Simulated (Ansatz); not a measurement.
# Te (P3_121): the PBE gap against the wavefunction cutoff

Wanted: the cheapest wavefunction cutoff that holds the PBE gap of Te (P3_121).

Program: Ansatz 0.2.0. Level of theory: DFT, PBE, plane waves, PAW; PAW set soft_1. Results are calculated unless marked as measured.

### Step 1. Starting point

Symmetry: P3_121, No. 152, trigonal system. The conventional cell has a = 4.457 Å, b = 4.457 Å, c = 5.929 Å, α = 90.00°, β = 90.00°, γ = 120.00°. Te has 2 Te at 2.84 Å nearest.

The cell and positions come from the Crystallography Open Database and are kept as given unless a step says otherwise. Spin-orbit coupling is left out unless a step names it.

### Step 2. Wavefunction cutoff: 190 eV

Input file input.yaml:

```yaml
crystal:
  lattice:
    - [4.4572, 0.0, 0.0]
    - [-2.2286, 3.8600484297, 0.0]
    - [0.0, 0.0, 5.929]
  atoms:
    - { symbol: Te, position: [0.2633, 0.0, 0.3333333333] }
    - { symbol: Te, position: [0.0, 0.2633, 0.6666666667] }
    - { symbol: Te, position: [0.7367, 0.7367, 0.0] }
kpoints:
  mp_grid: { grid: [6, 6, 4] }
  band_path:
    path:
      - [0.0, 0.0, 0.0]
      - [0.5, 0.0, 0.0]
      - [0.33333333, 0.33333333, 0.0]
      - [0.0, 0.0, 0.5]
      - [0.5, 0.0, 0.5]
      - [0.33333333, 0.33333333, 0.5]
      - [0.33333333, 0.33333333, 0.45]
    npoints: 1
hamiltonian:
  xc: pbe
  pseudopotentials: { kind: paw, azcp: { folder: soft_1 } }
scf:
  occupations: { method: fermi_dirac, width: 0.02 }
  n_extra_bands: 5
  max_iter: 80
output:
  eigenvalues: true
  forces: true
  stress: true
basis:
  ecutwfc: 190.0
```

Started as:

```
$ ansatz run input.yaml --threads 3 --pin off --max-ram 92160MiB --backend cuda --events-out ev --progress --plain --runs-dir out --devices 1 --max-vram 13GiB
```

Numbers of over 12 decimals in the logs are rounded to 6 here.

The program printed:

```text
Warning: basis.ecutwfc = 190 eV is below the records' recommended 420 eV, and the density's cutoff is lower with it unless basis.ecutrho_ratio is high enough to keep the records' density cutoff: compare with a run at a higher cutoff
scf.n_extra_bands = 5 over 24 filled bands (N_el = 48.0): the run solves 29 bands
GPUs: using 1 of 1 available (devices: 1).
Engine: ansatz 0.2.0, x86_64-unknown-linux-gnu
Pseudopotentials: kind: paw
Pseudopotential: Te, paw, valence charge 16, recommended cutoff 420 eV (normal), soft_1/Te.paw.azcp
Functional definition: PBE
  parameter kappa = 0.804
  parameter beta = 0.066725
  exchange = pbe_x(kappa = kappa, mu = beta*pi^2/3)
  correlation = pbe_c(beta = beta)
device memory: the entry about to start is reckoned to put 0.8 GiB on a device that reports 48.5 GiB free (of which the cap on the GPU budget leaves the run 13.0 GiB)
GPU FFT provider: cuFFT
GPU libraries: cuBLAS 13.8.2, cuFFT 12.4.0, cuSOLVER 12.3.4
Crystal: 3 atoms, lattice volume = 102.008 Å³
Basis set: ecut = 190 eV, 589 PW (Γ), exchange–correlation on 48×48×54 points (8 copies of the dense FFT grid, shifted against one another)
Bands: 29, of which v1, the nominal top of the filled ones, is band 24 counted from 1 (23 counted from 0)
Symmetry: 6 space group operations
Space group: P3121 (ITA 152), of the structure as read, at distance tolerance 4.7e-5 Å
k-points: 24 of 144 (time reversal used)
Non-local potential: Te, projectors of the file, l = 0: 2, l = 1: 2, l = 2: 2, l = 3: 1
PAW form: soft (Blöchl's): semilocal exchange-correlation on the pseudo side does not see the compensation charge
PAW one-centre angular grid: Te, 590 points (default); XC on 64 Gauss nodes
Initial density: superposition of atomic densities (chi_scale 0.1, normalization cell)
Initial wavefunctions: pseudopotential atomic-orbital guess
GPU buffer pool allocated for 15552 grid points (all kernels)
GPU transforms: local potential and band sums: pruned to the plane-wave sphere, on 24×24×27
Functional: x = pbe(κ = 0.804, μ = 0.219515), c = pbe(β = 0.066725)
SCF iter   1: F=—  HF=-20912.953533 eV  |F-HF|=—  |Δ(HF+E_count)|=         —  Δρ=5.87e-2  dr2=2.00e0  ethr=3.10e-3  ⟨swp⟩=9.4  Hψ=3476  notcnv=0
preconditioner: auto → Resta (q_TF=auto, 2.406 Å⁻¹)  ε∞=4.1  [insulator: Δε(μ)=0.190 eV  Ē_g=8.827 eV  σ=0.020 eV  W_gap=0.98  n_scr=22 (ndim 8)  ℏωp=15.6 eV  f_vac=0.011  D(μ)=0.03/eV (n_scr^D=0)  ε∞_Penn≈4.1]
SCF iter   2: F=—  HF=-20910.833929 eV  |F-HF|=—  |Δ(HF+E_count)|=    2.12e0  Δρ=2.41e-2  dr2=2.89e-1  ethr=3.10e-3  ⟨swp⟩=2.0  Hψ=1585  notcnv=0
SCF iter   3: F=—  HF=-20910.588912 eV  |F-HF|=—  |Δ(HF+E_count)|=   2.45e-1  Δρ=3.82e-3  dr2=1.19e-2  ethr=6.03e-4  ⟨swp⟩=2.8  Hψ=1428  notcnv=0
SCF iter   4: F=—  HF=-20910.589208 eV  |F-HF|=—  |Δ(HF+E_count)|=   2.96e-4  Δρ=4.36e-4  dr2=2.00e-4  ethr=2.47e-5  ⟨swp⟩=2.3  Hψ=1041  notcnv=0
SCF iter   5: F=—  HF=-20910.589010 eV  |F-HF|=—  |Δ(HF+E_count)|=   1.98e-4  Δρ=9.46e-5  dr2=1.34e-5  ethr=4.16e-7  ⟨swp⟩=2.0  Hψ=912  notcnv=0
SCF iter   6: F=—  HF=-20910.589315 eV  |F-HF|=—  |Δ(HF+E_count)|=   3.05e-4  Δρ=2.35e-5  dr2=7.63e-7  ethr=2.79e-8  ⟨swp⟩=2.0  Hψ=907  notcnv=0
SCF iter   7: F=-20910.589317 eV  HF=-20910.589317 eV  |F-HF|=4.74e-8  |Δ(HF+E_count)|=   2.02e-6  Δρ=4.14e-6  dr2=1.82e-8  ethr=2.08e-10  ⟨swp⟩=7.4  Hψ=3350  notcnv=0
SCF 1 converged in 7 iterations: F = -20910.589317 eV  dr2 = 1.82e-8
[...]
device memory: the entry about to start is reckoned to put 0.9 GiB on a device that reports 47.6 GiB free (of which the cap on the GPU budget leaves the run 13.0 GiB)
NSCF: frozen V_eff on 7 k-points
SCF converged after 7 iterations
Free energy (F): -20910.589317 eV
Harris-Foulkes:  -20910.589317 eV  (|F-HF|=4.74e-8)
Internal energy: -20910.589120 eV  (E = F + TS)
E sigma→0 (E₀):  -20910.589219 eV
Entropy (-TS):   -0.000197 eV (-0.066 meV/atom)
Fermi energy:    8.824665 eV
--- Per-component energies (eV) ---
  E_band       = -860.586701
  E_kinetic    = 598.792337
  E_local      = -4916.330299  (includes V_loc(G=0)·N_el)
  E_nonlocal   = 165.678345
  E_hartree    = 2409.486644
  E_xc         = -382.487817
  E_vxc        = -323.863721  (∫ρ·V_xc dr)
  E_paw        = -13998.841588  (= ΣΔE_a)
  E_vpaw       = -1203.848938  (= ΣTr[D̂ρ^β])
  E_aug_tail   = 0.013089  (compensation charges beyond the density's cutoff)
  E_ewald      = -4786.899832
  E_smearing   = -0.000197  (= −TS)
  E_closure    = 0.000000  (closes the sum)
  Σ components = -20910.589317   (vs F -20910.589317, Δ=0.00e0)
--- Forces (eV/Å), atoms counted from 1 ---
  atom   1  Te     0.15467665    -0.00000000     0.00000000
  atom   2  Te    -0.07733833     0.13395391    -0.00000000
  atom   3  Te    -0.07733833    -0.13395391    -0.00000000
  max |Σ_I F_I| component: 6.94e-17 eV/Å
--- Stress (GPa, compression-positive) ---
        1.226283       0.000000      -0.000000
        0.000000       1.226283       0.000000
       -0.000000       0.000000       1.472935
  P = ⅓ Tr σ = 1.3085 GPa (13.085 kbar)
--- Band table (eV; the first three rows and the last of 24) ---
  k-point 0: bands = [... 20 lower, 5.9141, 7.1234, 7.1234, 8.0555, 9.8538, 9.8538, 10.4159, 13.8680, ... 1 higher]
  k-point 1: bands = [... 20 lower, 6.2463, 7.2705, 7.3243, 7.9839, 9.5428, 9.6330, 9.9273, 13.3328, ... 1 higher]
  k-point 2: bands = [... 20 lower, 6.1204, 7.4784, 7.7184, 7.7184, 9.3372, 9.3372, 9.3630, 13.0269, ... 1 higher]
  k-point 23: bands = [... 20 lower, 3.7707, 7.8011, 8.7461, 8.7461, 8.8889, 10.3001, 10.3001, 14.7412, ... 1 higher]
```

Wall time 4.5 s (1 × NVIDIA H100 80GB HBM3 (shared by 6 runs) with 3 threads of AMD EPYC 7R13 (Zen 3), shared host); peak memory 0.91 GiB; 4.4 s of CPU time.

Numbers from this step:

```
pressure             : 1.309 GPa
gap                  : 0.1181 eV
valence top at       : k = (0.333, 0.333, 0.450)
conduction bottom at : H
least direct gap     : 0.1428 eV
```

The gap is indirect, with the least direct gap 0.02 eV higher.

### Step 3. Wavefunction cutoff: 290 eV

input.yaml, as its differences from that of step 2:

```diff
@@ -25,3 +25,3 @@
 scf:
-  occupations: { method: fermi_dirac, width: 0.02 }
+  occupations: { method: fixed }
   n_extra_bands: 5
@@ -33,2 +33,2 @@
 basis:
-  ecutwfc: 190.0
+  ecutwfc: 290.0
```

The program printed:

```text
[...]
GPUs: using 1 of 1 available (devices: 1).
[...]
GPU FFT provider: cuFFT
GPU libraries: cuBLAS 13.8.2, cuFFT 12.4.0, cuSOLVER 12.3.4
Crystal: 3 atoms, lattice volume = 102.008 Å³
Basis set: ecut = 290 eV, 1169 PW (Γ), exchange–correlation on 50×50×72 points (8 copies of the dense FFT grid, shifted against one another)
[...]
k-point 0: bands = [... 20 lower, 5.9207, 7.0696, 7.0696, 7.9736, 9.7615, 9.7615, 10.3910, 13.7090, ... 1 higher]
  k-point 1: bands = [... 20 lower, 6.2096, 7.2380, 7.2497, 7.9108, 9.4605, 9.4838, 9.8920, 13.1665, ... 1 higher]
  k-point 2: bands = [... 20 lower, 6.0593, 7.3874, 7.6681, 7.6681, 9.2705, 9.3260, 9.3260, 12.7816, ... 1 higher]
  k-point 23: bands = [... 20 lower, 3.7416, 7.6801, 8.7127, 8.7127, 8.8898, 10.1772, 10.1772, 14.6279, ... 1 higher]
[key lines of the parts left out:]
SCF converged after 7 iterations
Free energy (F): -20939.865844 eV
Fermi energy:    8.712717 eV
P = ⅓ Tr σ = 2.1818 GPa (21.818 kbar)
```

The job ended after 6.2 s (1 × NVIDIA H100 80GB HBM3 (shared by 6 runs) with 3 threads; peak memory 0.9 GiB; 5.6 s of CPU time).

Numbers from this step:

- pressure: 2.182 GPa
- gap: 0.1592 eV
- valence top at: k = (0.333, 0.333, 0.450)
- conduction bottom at: H
- least direct gap: 0.1771 eV

The gap is 0.159 eV, +0.041 eV from the run before at this level.

### Step 4. Wavefunction cutoff: 420 eV (the default)

input.yaml, the sections that differ from step 3:

```yaml
kpoints:
  mp_grid: { grid: [6, 6, 4] }
  band_path:
    path:
      - [[0.0, 0.0, 0.0], [0.5, 0.0, 0.0], [0.33333333, 0.33333333, 0.0], [0.0, 0.0, 0.0], [0.0, 0.0, 0.5], [0.5, 0.0, 0.5], [0.33333333, 0.33333333, 0.5], [0.0, 0.0, 0.5]]
      - [[0.5, 0.0, 0.5], [0.5, 0.0, 0.0]]
      - [[0.33333333, 0.33333333, 0.5], [0.33333333, 0.33333333, 0.0]]
    npoints: 10
scf:
  occupations: { method: fermi_dirac, width: 0.02 }
  n_extra_bands: 5
output:
  eigenvalues: true
  forces: true
  stress: true
  write_density: true
  write_potential: true
  elf: true
  volumetric_format: npy
# crystal, hamiltonian: as in step 3
# basis: removed
```

The program printed:

```text
[...]
GPUs: using 1 of 1 available (devices: 1).
[...]
GPU FFT provider: cuFFT
GPU libraries: cuBLAS 13.8.2, cuFFT 12.4.0, cuSOLVER 12.3.4
Crystal: 3 atoms, lattice volume = 102.008 Å³
Basis set: ecut = 420 eV, 2017 PW (Γ), exchange–correlation on 60×60×80 points (8 copies of the dense FFT grid, shifted against one another)
[...]
k-point 0: bands = [... 20 lower, 5.9211, 7.0688, 7.0688, 7.9716, 9.7612, 9.7612, 10.3873, 13.6996, ... 1 higher]
  k-point 1: bands = [... 20 lower, 6.2088, 7.2364, 7.2505, 7.9091, 9.4598, 9.4819, 9.8883, 13.1591, ... 1 higher]
  k-point 2: bands = [... 20 lower, 6.0575, 7.3822, 7.6657, 7.6657, 9.2640, 9.3229, 9.3229, 12.7729, ... 1 higher]
  k-point 23: bands = [... 20 lower, 3.7410, 7.6745, 8.7085, 8.7085, 8.8917, 10.1695, 10.1695, 14.6186, ... 1 higher]
[key lines of the parts left out:]
SCF converged after 7 iterations
Free energy (F): -20940.129080 eV
Fermi energy:    8.807085 eV
P = ⅓ Tr σ = 2.0190 GPa (20.190 kbar)
```

The job ended after 14 s (1 × NVIDIA H100 80GB HBM3 (shared by 6 runs) with 3 threads; peak memory 0.91 GiB).

Numbers from this step:

- pressure: 2.019 GPa
- gap: 0.1653 eV
- valence top at: k = (0.333, 0.333, 0.450)
- conduction bottom at: H
- least direct gap: 0.1832 eV

The gap is 0.165 eV, +0.006 eV from the run before at this level.

### Step 5. Wavefunction cutoff: 630 eV

input.yaml, the sections that differ from step 4:

```yaml
kpoints:
  mp_grid: { grid: [6, 6, 4] }
  band_path:
    path:
      - [0.0, 0.0, 0.0]
      - [0.5, 0.0, 0.0]
      - [0.33333333, 0.33333333, 0.0]
      - [0.0, 0.0, 0.5]
      - [0.5, 0.0, 0.5]
      - [0.33333333, 0.33333333, 0.5]
      - [0.33333333, 0.33333333, 0.45]
    npoints: 1
scf:
  occupations: { method: fixed }
  n_extra_bands: 5
  max_iter: 80
output:
  eigenvalues: true
  forces: true
  stress: true
basis:
  ecutwfc: 630.0
# crystal, hamiltonian: as in step 4
```

The program printed:

```text
[...]
GPUs: using 1 of 1 available (devices: 1).
[...]
GPU FFT provider: cuFFT
GPU libraries: cuBLAS 13.8.2, cuFFT 12.4.0, cuSOLVER 12.3.4
Crystal: 3 atoms, lattice volume = 102.008 Å³
Basis set: ecut = 630 eV, 3607 PW (Γ), exchange–correlation on 80×80×100 points (8 copies of the dense FFT grid, shifted against one another)
[...]
k-point 0: bands = [... 20 lower, 5.9210, 7.0688, 7.0688, 7.9716, 9.7613, 9.7613, 10.3870, 13.6990, ... 1 higher]
  k-point 1: bands = [... 20 lower, 6.2086, 7.2364, 7.2504, 7.9090, 9.4598, 9.4819, 9.8880, 13.1585, ... 1 higher]
  k-point 2: bands = [... 20 lower, 6.0574, 7.3822, 7.6656, 7.6656, 9.2640, 9.3228, 9.3228, 12.7724, ... 1 higher]
  k-point 23: bands = [... 20 lower, 3.7409, 7.6746, 8.7083, 8.7083, 8.8919, 10.1692, 10.1692, 14.6179, ... 1 higher]
[key lines of the parts left out:]
SCF converged after 7 iterations
Free energy (F): -20940.132491 eV
Fermi energy:    8.708269 eV
P = ⅓ Tr σ = 2.0150 GPa (20.150 kbar)
```

Wall time 9.1 s (1 × NVIDIA H100 80GB HBM3 (shared by 6 runs) with 3 threads); peak memory 0.91 GiB.

Numbers from this step:

```yaml
pressure: 2.015 GPa
gap: 0.1658 eV
valence_top_at: k = (0.333, 0.333, 0.450)
conduction_bottom_at: H
least_direct_gap: 0.1837 eV
```

The gap is 0.166 eV, +0.001 eV from the run before at this level.

### Step 6. The series

Differences are against the last row; a negative gap means that bands overlap, and a run with a band path holds that path's time. Times are wall times on 1 × NVIDIA H100 80GB HBM3 (shared by 6 runs) with 3 threads of AMD EPYC 7R13 (Zen 3), shared host, good to a factor of about two.

| wavefunction cutoff | gap (eV) | direct gap (eV) | gap error (eV) | energy error (meV/atom) | irreducible k | time |
| --- | --- | --- | --- | --- | --- | --- |
| 190 eV | 0.118 | 0.143 | −0.048 | +9847.7 | 24 | 4.5 s |
| 290 eV | 0.159 | 0.177 | −0.007 | +88.9 | 24 | 6.2 s |
| 420 eV | 0.165 | 0.183 | −0.001 | +1.1 | 24 | 14 s |
| 630 eV | 0.166 | 0.184 | +0.000 | +0.0 | 24 | 9.1 s |

### Step 7. What came out

```yaml
190_ev: 0.118 eV
290_ev: 0.159 eV
420_ev: 0.165 eV
630_ev: 0.166 eV
```

In words: The gap holds to 0.02 eV from 290 eV on. At 190 eV the gap is off by −0.048 eV and the energy by +9848 meV/atom.

[Paths, hosts, dates, memory and timing lines, banners, echoed tables and standing remarks are left out of the program output.]

[Logs are printed without paths, hosts, clocks, repeated set-up lines and the standing remarks that a program may print on its own settings, such as how far it seeks lower states.]

[Runs of the session that timed out or met a known fault of the program may be left out.]

[Cells called generated may have been cut or substituted from an entry of the Crystallography Open Database or the Materials Project.]

[Hosts, paths, dates, database ids (printed as entryN), source tags and the programs' standing remarks are cut or masked in the printed files.]
